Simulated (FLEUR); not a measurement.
# Calculated records

```cif
data_mn3inc
_symmetry_space_group_name_H-M 'Pm-3m'
_symmetry_Int_Tables_number 221
_cell_length_a 3.9487
_cell_length_b 3.9487
_cell_length_c 3.9487
_cell_angle_alpha 90.000
_cell_angle_beta 90.000
_cell_angle_gamma 90.000
_cell_volume 61.57
loop_
_atom_site_label
_atom_site_type_symbol
_atom_site_symmetry_multiplicity
_atom_site_Wyckoff_symbol
_atom_site_fract_x
_atom_site_fract_y
_atom_site_fract_z
_atom_site_occupancy
Mn1 Mn 3 d 0.50000 0.00000 0.00000 1
In1 In 1 b 0.50000 0.50000 0.50000 1
C1 C 1 a 0.00000 0.00000 0.00000 1
_calc_subject 'Mn3InC: which magnetic order is lowest'
_calc_method 'PBEsol; all-electron FLAPW, Dirac cores, scalar-relativistic bands'
_calc_program 'FLEUR MaX-R8.1'
_calc_settings_of_one_run 'kmax 4.4 1/bohr, gmax 13.2 1/bohr, muffin tin radii Mn: 2.32, In: 2.8, C: 1.31 bohr, lmax Mn: [8, 6], In: [10, 8], C: [6, 4], hist occupations, smearing width 0.08 eV, mixer Anderson, mixing 0.05, max iterations 90, stop 2.00e-5 me/bohr³, collinear spin, 8×8×8 k-mesh, mesh matched on, starting moments 3.5 3.5 3.5 0 0 μB'
_calc_cost '3 runs, 7.9 min in all on 4 MPI ranks of Arm Neoverse V1, shared host (the runs of this entry)'
_calc_notes 'The run is spin-polarised, with a total moment of 5.82 μB a cell. Only 3 starts were tried; other patterns of signs, canted and longer-period orders were not.'
_calc_lowest_state_found 'ferromagnetic (initial ferro +++)'
_calc_largest_site_spin_moment '2.01 μB'
_calc_next_finished_state 'ferrimagnetic, 41.9 meV a seeded atom higher'
_calc_energy_gained_by_spin_polarisation '213 meV a seeded atom'
```

[Logs and program files are shortened in this print: banners, set-up blocks, solver, clock and traceback lines can be left out without a mark of their own.]

[Logs are printed without paths, hosts, clocks, repeated set-up lines and the standing remarks that a program may print on its own settings, such as how far it seeks lower states.]

[Hosts, paths, dates, database ids (printed as entryN), source tags and the programs' standing remarks are cut or masked in the printed files.]

[Where a cell is said to come from a database of computed structures, the database is the Materials Project.]
